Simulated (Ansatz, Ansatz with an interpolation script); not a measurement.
# AcOCl (P4/nmm): what limits a Wannier interpolation of GW

How do the Wannier model and the GW settings move the interpolated bands of AcOCl (P4/nmm)?

Method: maximally localised Wannier functions, LDA, plane waves, PAW; PAW set ansatz+soft_1, in Ansatz 0.2.0.

The database entry behind the starting cell is an old determination (1949), so it need not match the best structure at ambient conditions.

**1. The starting structure**

It takes space group P4/nmm (No. 129, tetragonal). The conventional cell has a = 4.250 Å, b = 4.250 Å, c = 7.080 Å, α = 90.00°, β = 90.00°, γ = 90.00°. Ac has 4 O at 2.48 Å and 6 Cl at 3.26 to 3.82 Å nearest. Nearest to Cl lie 6 Ac at 3.26 to 3.82 Å and 4 O at 3.32 Å. O has 4 Ac at 2.48 Å nearest. Farther neighbours and most contacts between anions are not listed.

Coordinates:

```cif
data_structure
_symmetry_space_group_name_H-M 'P4/nmm:1'
_symmetry_Int_Tables_number 129
_cell_length_a 4.2500
_cell_length_b 4.2500
_cell_length_c 7.0800
_cell_angle_alpha 90.000
_cell_angle_beta 90.000
_cell_angle_gamma 90.000
_cell_volume 127.88
loop_
_atom_site_label
_atom_site_type_symbol
_atom_site_symmetry_multiplicity
_atom_site_Wyckoff_symbol
_atom_site_fract_x
_atom_site_fract_y
_atom_site_fract_z
_atom_site_occupancy
Ac1 Ac 2 c 0.00000 0.50000 0.18000 1
Cl1 Cl 2 c 0.00000 0.50000 0.64000 1
O1 O 2 a 0.00000 0.00000 0.00000 1
```

The cell and positions come from the Crystallography Open Database and are kept as given unless a step says otherwise. Spin-orbit coupling is left out unless a step names it.

**2. Wannier model on 8×8×4**

Localised functions give a small Hamiltonian that interpolates between mesh points at no cost.

File input.yaml:

```yaml
crystal:
  lattice:
    - [4.25, 0.0, 0.0]
    - [0.0, 4.25, 0.0]
    - [0.0, 0.0, 7.08]
  atoms:
    - { symbol: Ac, position: [0.0, 0.5, 0.18] }
    - { symbol: Ac, position: [0.5, 0.0, 0.82] }
    - { symbol: Cl, position: [0.0, 0.5, 0.64] }
    - { symbol: Cl, position: [0.5, 0.0, 0.36] }
    - { symbol: O, position: [0.0, 0.0, 0.0] }
    - { symbol: O, position: [0.5, 0.5, 0.0] }
kpoints:
  mp_grid: { grid: [4, 4, 2] }
hamiltonian:
  xc: lda
  pseudopotentials:
    kind: paw
    azcp: { Cl: "soft_1/Cl.paw.azcp", O: "soft_1/O.paw.azcp" }
    xc_functional: pbe
scf:
  occupations: { method: fixed }
  n_extra_bands: 68
output:
  wannier:
    kmesh: [8, 8, 4]
    projections:
      - { species: Ac, l: d, shell: 6 }
      - { species: Ac, l: f, shell: 5 }
      - { species: Cl, l: p, shell: 3 }
      - { species: O, l: p, shell: 2 }
    minimise: true
    write_hr: true
    seedname: w
    conv_tol: 1.0e-06
    max_iter: 20000
    stability_check: false
    disentanglement:
      window: [5.29, 20.44]
      frozen_window: [5.29, 13.46]
      conv_tol: 1.0e-08
```

Command:

```
> ansatz run input.yaml --threads 8 --pin off --max-ram 18432MiB --backend cpu --events-out ev --progress --plain --runs-dir out
```

Numbers of over 12 decimals in the logs are rounded to 6 here.

What it wrote:

```text
Ac: projections on atomic orbitals take those of the free atom [Xe 4f14] 5d10 5f0 6s2 6p6 6d1 7s2, of charge +0.00 (hamiltonian.pseudopotentials.projection_atoms); the dataset's partial waves leave at most 8.6e-6 of an orbital's norm unspanned inside its sphere
scf.n_extra_bands = 68 over 34 filled bands (N_el = 68.0): the run solves 102 bands
Engine: ansatz 0.2.0, x86_64-unknown-linux-gnu
Pseudopotentials: kind: paw
Pseudopotential: Ac, paw, valence charge 21, recommended cutoff 590 eV (normal), Ac.paw.azcp
Pseudopotential: Cl, paw, valence charge 7, recommended cutoff 420 eV (normal), soft_1/Cl.paw.azcp
Pseudopotential: O, paw, valence charge 6, recommended cutoff 420 eV (normal), soft_1/O.paw.azcp
Functional definition: SPW92
  exchange = slater_x
  correlation = pw_c
Crystal: 6 atoms, lattice volume = 127.883 Å³
Basis set: ecut = 590 eV, 4193 PW (Γ)
Bands: 102, of which v1, the nominal top of the filled ones, is band 34 counted from 1 (33 counted from 0)
Symmetry: 16 space group operations
Space group: P4/nmm (ITA 129), of the structure as read, at distance tolerance 5.0e-5 Å
k-points: 12 of 32
Non-local potential: Ac, projectors of the file, l = 0: 3, l = 1: 3, l = 2: 3, l = 3: 3
Non-local potential: Cl, projectors of the file, l = 0: 2, l = 1: 2, l = 2: 1
Non-local potential: O, projectors of the file, l = 0: 2, l = 1: 2, l = 2: 1
PAW form: soft (Blöchl's): semilocal exchange-correlation on the pseudo side does not see the compensation charge
PAW frozen core: Ac, regenerated for the run's functional, and the local potential with it (the file was generated under x = pbe(κ = 0.804, μ = 0.219515), c = pbe(β = 0.066725))
PAW frozen core: Cl, regenerated for the run's functional, and the local potential with it (the file was generated under x = pbe(κ = 0.804, μ = 0.219515), c = pbe(β = 0.066725))
PAW frozen core: O, regenerated for the run's functional, and the local potential with it (the file was generated under x = pbe(κ = 0.804, μ = 0.219515), c = pbe(β = 0.066725))
PAW one-centre angular grid: Ac, 590 points (default); XC on 64 Gauss nodes
PAW one-centre angular grid: Cl, 110 points (default); XC on 64 Gauss nodes
PAW one-centre angular grid: O, 110 points (default); XC on 64 Gauss nodes
Initial density: superposition of atomic densities (chi_scale 0.1, normalization cell, long waves kept (reshape's long-wave potential 0.03 eV rms))
Initial wavefunctions: pseudopotential atomic-orbital guess
Functional: x = slater, c = lda
SCF iter   1: F=—  HF=-34570.581314 eV  |F-HF|=—  |Δ(HF+E_count)|=         —  Δρ=7.05e-2  dr2=1.59e1  ethr=3.10e-3  ⟨swp⟩=6.4  Hψ=4428  notcnv=0  defer=766
preconditioner: auto → Resta (q_TF=auto, 2.456 Å⁻¹)  ε∞=1.9  [insulator: Δε(μ)=2.472 eV  Ē_g=23.457 eV  n_scr=36 (ndim 8)  ℏωp=21.8 eV  f_vac=0.000  ε∞_Penn≈1.9]
[...]
E_core_change = 1.294021  (= ΣΔE_core)
  E_smearing   = -0.000000  (= −TS)
  E_closure    = 0.000000  (closes the sum)
  Σ components = -34565.400488   (vs F -34565.400488, Δ=0.00e0)
--- Band table (eV; the first three rows and the last of 12) ---
  k-point 0: bands = [... 30 lower, 7.7229, 8.4582, 8.8786, 8.8786, 12.9647, 13.5552, 14.4452, 14.8325, ... 64 higher]
  k-point 1: bands = [... 30 lower, 7.7724, 7.9095, 8.8027, 8.8027, 13.8013, 13.9054, 14.5519, 14.9669, ... 64 higher]
  k-point 2: bands = [... 30 lower, 7.6302, 8.2816, 8.5332, 8.5530, 13.9710, 14.5411, 14.6926, 14.9729, ... 64 higher]
  k-point 11: bands = [... 30 lower, 8.3569, 8.3569, 8.6833, 8.6833, 15.3814, 15.3814, 15.5458, 15.5458, ... 64 higher]
Wannier search: line search 1 of at most 20000: gauge-dependent spread (as the search counts it) 21.7551622 Å², largest recent change 2.6e0 Å² against conv_tol 1.0e-6 Å², 0 stops escaped
Wannier search: line search 100 of at most 20000: gauge-dependent spread (as the search counts it) 15.5726154 Å², largest recent change 4.8e-3 Å² against conv_tol 1.0e-6 Å², 0 stops escaped
Wannier search: line search 200 of at most 20000: gauge-dependent spread (as the search counts it) 15.0397289 Å², largest recent change 4.7e-3 Å² against conv_tol 1.0e-6 Å², 0 stops escaped
Wannier search: line search 300 of at most 20000: gauge-dependent spread (as the search counts it) 14.5951635 Å², largest recent change 3.5e-3 Å² against conv_tol 1.0e-6 Å², 0 stops escaped
Wannier search: line search 400 of at most 20000: gauge-dependent spread (as the search counts it) 14.5078646 Å², largest recent change 9.5e-5 Å² against conv_tol 1.0e-6 Å², 0 stops escaped
Wannier search: line search 500 of at most 20000: gauge-dependent spread (as the search counts it) 14.5054699 Å², largest recent change 4.8e-6 Å² against conv_tol 1.0e-6 Å², 0 stops escaped
Wannier search: line search 600 of at most 20000: gauge-dependent spread (as the search counts it) 14.5048818 Å², largest recent change 2.5e-5 Å² against conv_tol 1.0e-6 Å², 0 stops escaped
Wannier search: line search 700 of at most 20000: gauge-dependent spread (as the search counts it) 14.1779151 Å², largest recent change 1.6e-2 Å² against conv_tol 1.0e-6 Å², 0 stops escaped
[...]
Wannier search: line search 1700 of at most 20000: gauge-dependent spread (as the search counts it) 10.2732961 Å², largest recent change 9.5e-6 Å² against conv_tol 1.0e-6 Å², 0 stops escaped
Wannier search: line search 1800 of at most 20000: gauge-dependent spread (as the search counts it) 10.2726694 Å², largest recent change 5.0e-6 Å² against conv_tol 1.0e-6 Å², 0 stops escaped
Wannier search: line search 1900 of at most 20000: gauge-dependent spread (as the search counts it) 10.2723247 Å², largest recent change 2.7e-6 Å² against conv_tol 1.0e-6 Å², 0 stops escaped
Wannier search: line search 2000 of at most 20000: gauge-dependent spread (as the search counts it) 10.2721303 Å², largest recent change 1.6e-6 Å² against conv_tol 1.0e-6 Å², 0 stops escaped
WARN: <dir> 3758 periodic images of 3718 elements of H(R) lie 4.88e-4 to 1.95e-3 Å beyond their element's nearest image, near the 9.77e-4 Å window within which an element is shared among its images; whether they share it moves the interpolated H(k) by 9.3e-3 eV (Frobenius norm, root mean square over the Brillouin zone); at the model's own mesh points H(k) does not change
[key lines of the parts left out:]
SCF converged after 9 iterations
Free energy (F): -34565.400488 eV
Fermi energy:    8.899996 eV
```

Wall time 26 s (8 threads of AMD EPYC 9B45 (Zen 5), shared host); peak memory 2.5 GiB; 2.5 min of CPU time.

This step gave:

| Property | Result |
| --- | --- |
| gauge-invariant spread | 63.90 Å² |
| diagonal spread | 0.06325 Å² |
| off-diagonal spread | 10.21 Å² |
| total spread | 74.17 Å² |
| least projectability | 0.3798 |
| localisation steps | 2066 |
| disentanglement steps | 710 |
| r.m.s. interpolation error | 6.42e-4 eV |
| r.m.s. error near the gap | 6.97e-4 eV |

Near the gap the model misses directly solved bands by 0.7 meV r.m.s. and by 5 meV at most in the window tested. This tests the starting bands, not the corrections carried with them.

**3. Wannier model on 4×4×2**

Edit input.yaml of step 2 so:

```diff
@@ -25,3 +25,3 @@
   wannier:
-    kmesh: [8, 8, 4]
+    kmesh: [4, 4, 2]
     projections:
```

What it wrote:

```text
[...]
Crystal: 6 atoms, lattice volume = 127.883 Å³
Basis set: ecut = 590 eV, 4193 PW (Γ)
Bands: 102, of which v1, the nominal top of the filled ones, is band 34 counted from 1 (33 counted from 0)
Symmetry: 16 space group operations
[...]
k-points: 12 of 32
[...]
SCF iter   1: F=—  HF=-34570.581314 eV  |F-HF|=—  |Δ(HF+E_count)|=         —  Δρ=7.05e-2  dr2=1.59e1  ethr=3.10e-3  ⟨swp⟩=6.4  Hψ=4428  notcnv=0  defer=766
[...]
SCF iter   9: F=-34565.400488 eV  HF=-34565.400488 eV  |F-HF|=1.41e-9  |Δ(HF+E_count)|=   2.14e-7  Δρ=3.66e-6  dr2=1.39e-8  ethr=1.47e-10  ⟨swp⟩=16.2  Hψ=12148  notcnv=0
SCF 1 converged in 9 iterations: F = -34565.400488 eV  dr2 = 1.39e-8
[...]
NSCF: frozen V_eff on 15 k-points
[...]
SCF converged after 9 iterations
Free energy (F): -34565.400488 eV
[...]
Internal energy: -34565.400488 eV  (E = F + TS)
E sigma→0 (E₀):  -34565.400488 eV
Fermi energy:    8.899996 eV
[...]
--- Band table (eV; the first three rows and the last of 12) ---
  k-point 0: bands = [... 30 lower, 7.7229, 8.4582, 8.8786, 8.8786, 12.9647, 13.5552, 14.4452, 14.8325, ... 64 higher]
  k-point 1: bands = [... 30 lower, 7.7724, 7.9095, 8.8027, 8.8027, 13.8013, 13.9054, 14.5519, 14.9669, ... 64 higher]
  k-point 2: bands = [... 30 lower, 7.6302, 8.2816, 8.5332, 8.5530, 13.9710, 14.5411, 14.6926, 14.9729, ... 64 higher]
  k-point 11: bands = [... 30 lower, 8.3569, 8.3569, 8.6833, 8.6833, 15.3814, 15.3814, 15.5458, 15.5458, ... 64 higher]
[...]
```

Wall time 3.9 s (8 threads); peak memory 1.3 GiB; 25 s of CPU time.

Numbers from this step:

| Property | Result |
| --- | --- |
| gauge-invariant spread | 56.22 Å² |
| diagonal spread | 0.07879 Å² |
| off-diagonal spread | 10.33 Å² |
| total spread | 66.62 Å² |
| least projectability | 0.3745 |
| localisation steps | 746 |
| disentanglement steps | 257 |
| r.m.s. interpolation error | 0.007218 eV |
| r.m.s. error near the gap | 0.007648 eV |

Near the gap the model misses directly solved bands by 7.6 meV r.m.s. and by 39 meV at most in the window tested. This tests the starting bands, not the corrections carried with them.

Frozen up to 4.56 eV; above it the model need not follow the bands. The electronic bands at the labelled points (eV, zero at the valence-band top; v1 is the highest filled band, c1 the lowest empty one):

```tsv
point	v4	v3	v2	v1	c1	c2	c3	c4
Γ	-1.18	-0.44	-0.02	-0.02	4.06	5.93	6.10	6.70
halfway	-1.27	-0.62	-0.37	-0.35	5.13	5.76	6.33	6.55
X	-1.06	-1.06	-0.44	-0.44	5.41	5.41	6.32	6.32
halfway	-0.69	-0.69	-0.32	-0.32	5.81	5.81	6.38	6.38
M	-0.62	-0.62	-0.19	-0.19	6.36	6.36	6.58	6.58
halfway	-0.94	-0.93	-0.56	0.00	5.96	5.99	6.16	6.55
Γ	-1.18	-0.44	-0.02	-0.02	4.06	5.93	6.10	6.70
halfway	-1.16	-0.67	-0.06	-0.06	4.27	5.77	5.99	6.40
Z	-1.13	-0.99	-0.10	-0.10	4.90	5.00	6.07	6.47
halfway	-1.29	-0.39	-0.36	-0.01	5.31	5.65	6.13	6.28
R	-0.67	-0.67	-0.48	-0.48	5.48	5.48	6.65	6.65
halfway	-0.59	-0.59	-0.31	-0.31	6.00	6.00	6.75	6.75
A	-0.54	-0.54	-0.22	-0.22	6.49	6.49	6.84	6.84
halfway	-0.88	-0.47	-0.31	-0.01	5.95	6.21	6.33	6.34
Z	-1.13	-0.99	-0.10	-0.10	4.90	5.00	6.07	6.47
jump to X	-1.06	-1.06	-0.44	-0.44	5.41	5.41	6.32	6.32
halfway	-0.85	-0.85	-0.46	-0.46	5.44	5.45	6.65	6.65
R	-0.67	-0.67	-0.48	-0.48	5.48	5.48	6.65	6.65
jump to M	-0.62	-0.62	-0.19	-0.19	6.36	6.36	6.58	6.58
halfway	-0.62	-0.62	-0.21	-0.21	6.52	6.52	6.59	6.59
A	-0.54	-0.54	-0.22	-0.22	6.49	6.49	6.84	6.84
```

The same for Kohn-Sham, solved directly:

```tsv
point	v4	v3	v2	v1	c1	c2	c3	c4
Γ	-1.18	-0.44	-0.02	-0.02	4.06	4.65	5.54	5.93
X	-1.06	-1.06	-0.44	-0.44	5.41	5.41	5.91	5.91
M	-0.62	-0.62	-0.19	-0.19	5.96	5.96	6.57	6.57
Γ	-1.18	-0.44	-0.02	-0.02	4.06	4.65	5.54	5.93
Z	-1.13	-0.99	-0.10	-0.10	4.90	5.00	5.65	6.07
R	-0.67	-0.67	-0.48	-0.48	5.47	5.47	6.65	6.65
A	-0.54	-0.54	-0.22	-0.22	6.48	6.48	6.64	6.64
Z	-1.13	-0.99	-0.10	-0.10	4.90	5.00	5.65	6.07
X	-1.06	-1.06	-0.44	-0.44	5.41	5.41	5.91	5.91
R	-0.67	-0.67	-0.48	-0.48	5.47	5.47	6.65	6.65
M	-0.62	-0.62	-0.19	-0.19	5.96	5.96	6.57	6.57
A	-0.54	-0.54	-0.22	-0.22	6.48	6.48	6.64	6.64
```

**4. A faulty Wannier input**

Edit input.yaml of step 3 so:

```diff
@@ -39,3 +39,3 @@
       window: [5.29, 20.44]
-      frozen_window: [5.29, 13.46]
+      frozen_window: [5.29, 19.94]
       conv_tol: 1.0e-08
```

What it wrote:

```text
Ac: projections on atomic orbitals take those of the free atom [Xe 4f14] 5d10 5f0 6s2 6p6 6d1 7s2, of charge +0.00 (hamiltonian.pseudopotentials.projection_atoms); the dataset's partial waves leave at most 8.6e-6 of an orbital's norm unspanned inside its sphere
scf.n_extra_bands = 68 over 34 filled bands (N_el = 68.0): the run solves 102 bands
Engine: ansatz 0.2.0, x86_64-unknown-linux-gnu
Pseudopotentials: kind: paw
Pseudopotential: Ac, paw, valence charge 21, recommended cutoff 590 eV (normal), Ac.paw.azcp
Pseudopotential: Cl, paw, valence charge 7, recommended cutoff 420 eV (normal), soft_1/Cl.paw.azcp
Pseudopotential: O, paw, valence charge 6, recommended cutoff 420 eV (normal), soft_1/O.paw.azcp
Functional definition: SPW92
  exchange = slater_x
  correlation = pw_c
Crystal: 6 atoms, lattice volume = 127.883 Å³
Basis set: ecut = 590 eV, 4193 PW (Γ)
Bands: 102, of which v1, the nominal top of the filled ones, is band 34 counted from 1 (33 counted from 0)
Symmetry: 16 space group operations
Space group: P4/nmm (ITA 129), of the structure as read, at distance tolerance 5.0e-5 Å
k-points: 12 of 32
Non-local potential: Ac, projectors of the file, l = 0: 3, l = 1: 3, l = 2: 3, l = 3: 3
Non-local potential: Cl, projectors of the file, l = 0: 2, l = 1: 2, l = 2: 1
Non-local potential: O, projectors of the file, l = 0: 2, l = 1: 2, l = 2: 1
PAW form: soft (Blöchl's): semilocal exchange-correlation on the pseudo side does not see the compensation charge
PAW frozen core: Ac, regenerated for the run's functional, and the local potential with it (the file was generated under x = pbe(κ = 0.804, μ = 0.219515), c = pbe(β = 0.066725))
[...]
SCF converged after 9 iterations
Free energy (F): -34565.400488 eV
Harris-Foulkes:  -34565.400488 eV  (|F-HF|=1.41e-9)
Internal energy: -34565.400488 eV  (E = F + TS)
E sigma→0 (E₀):  -34565.400488 eV
Fermi energy:    8.899996 eV
--- Per-component energies (eV) ---
  E_band       = -1235.515174
  E_kinetic    = 1439.557250
  E_local      = -8467.903726  (includes V_loc(G=0)·N_el)
  E_nonlocal   = 1451.594197
  E_hartree    = 3092.772616
  E_xc         = -1584.000410
  E_vxc        = -868.810602  (∫ρ·V_xc dr)
  E_paw        = -24147.744332  (= ΣΔE_a)
  E_vpaw       = -975.495813  (= ΣTr[D̂ρ^β])
  E_aug_tail   = 0.001731  (compensation charges beyond the density's cutoff)
  E_ewald      = -6350.971835
  E_core_change = 1.294021  (= ΣΔE_core)
  E_smearing   = -0.000000  (= −TS)
  E_closure    = 0.000000  (closes the sum)
  Σ components = -34565.400488   (vs F -34565.400488, Δ=0.00e0)
--- Band table (eV; the first three rows and the last of 12) ---
  k-point 0: bands = [... 30 lower, 7.7229, 8.4582, 8.8786, 8.8786, 12.9647, 13.5552, 14.4452, 14.8325, ... 64 higher]
  k-point 1: bands = [... 30 lower, 7.7724, 7.9095, 8.8027, 8.8027, 13.8013, 13.9054, 14.5519, 14.9669, ... 64 higher]
  k-point 2: bands = [... 30 lower, 7.6302, 8.2816, 8.5332, 8.5530, 13.9710, 14.5411, 14.6926, 14.9729, ... 64 higher]
  k-point 11: bands = [... 30 lower, 8.3569, 8.3569, 8.6833, 8.6833, 15.3814, 15.3814, 15.5458, 15.5458, ... 64 higher]
WARN: one of the run's output files is refused, and neither it nor the files that depend on it are written in full: <dir> frozen window holds 40 > num_wann = 36 bands at ik = 0 (ik counts from 0, the k-points of the .win, .mmn and .eig files from 1)
Error: <dir> frozen window holds 40 > num_wann = 36 bands at ik = 0 (ik counts from 0, the k-points of the .win, .mmn and .eig files from 1)
```

Elapsed: 2.9 s, on 8 threads; peak memory 1.3 GiB.

The run ended with an error after its SCF cycle had converged; no result of it is taken.

The program's message: “Error: <dir> frozen window holds 40 > num_wann = 36 bands at ik = 0 (ik counts from 0, the k-points of the .win, .mmn and .eig files from 1)”

The fault put into this input: a frozen window with more states than functions.

[end of part 1 of 2]

[Paths, hosts, dates, memory and timing lines, banners, echoed tables and standing remarks are left out of the program output.]

[Logs are printed without paths, hosts, clocks, repeated set-up lines and the standing remarks that a program may print on its own settings, such as how far it seeks lower states.]

[Runs of the session that timed out or met a known fault of the program may be left out.]

[Hosts, paths, dates, database ids (printed as entryN), source tags and the programs' standing remarks are cut or masked in the printed files.]
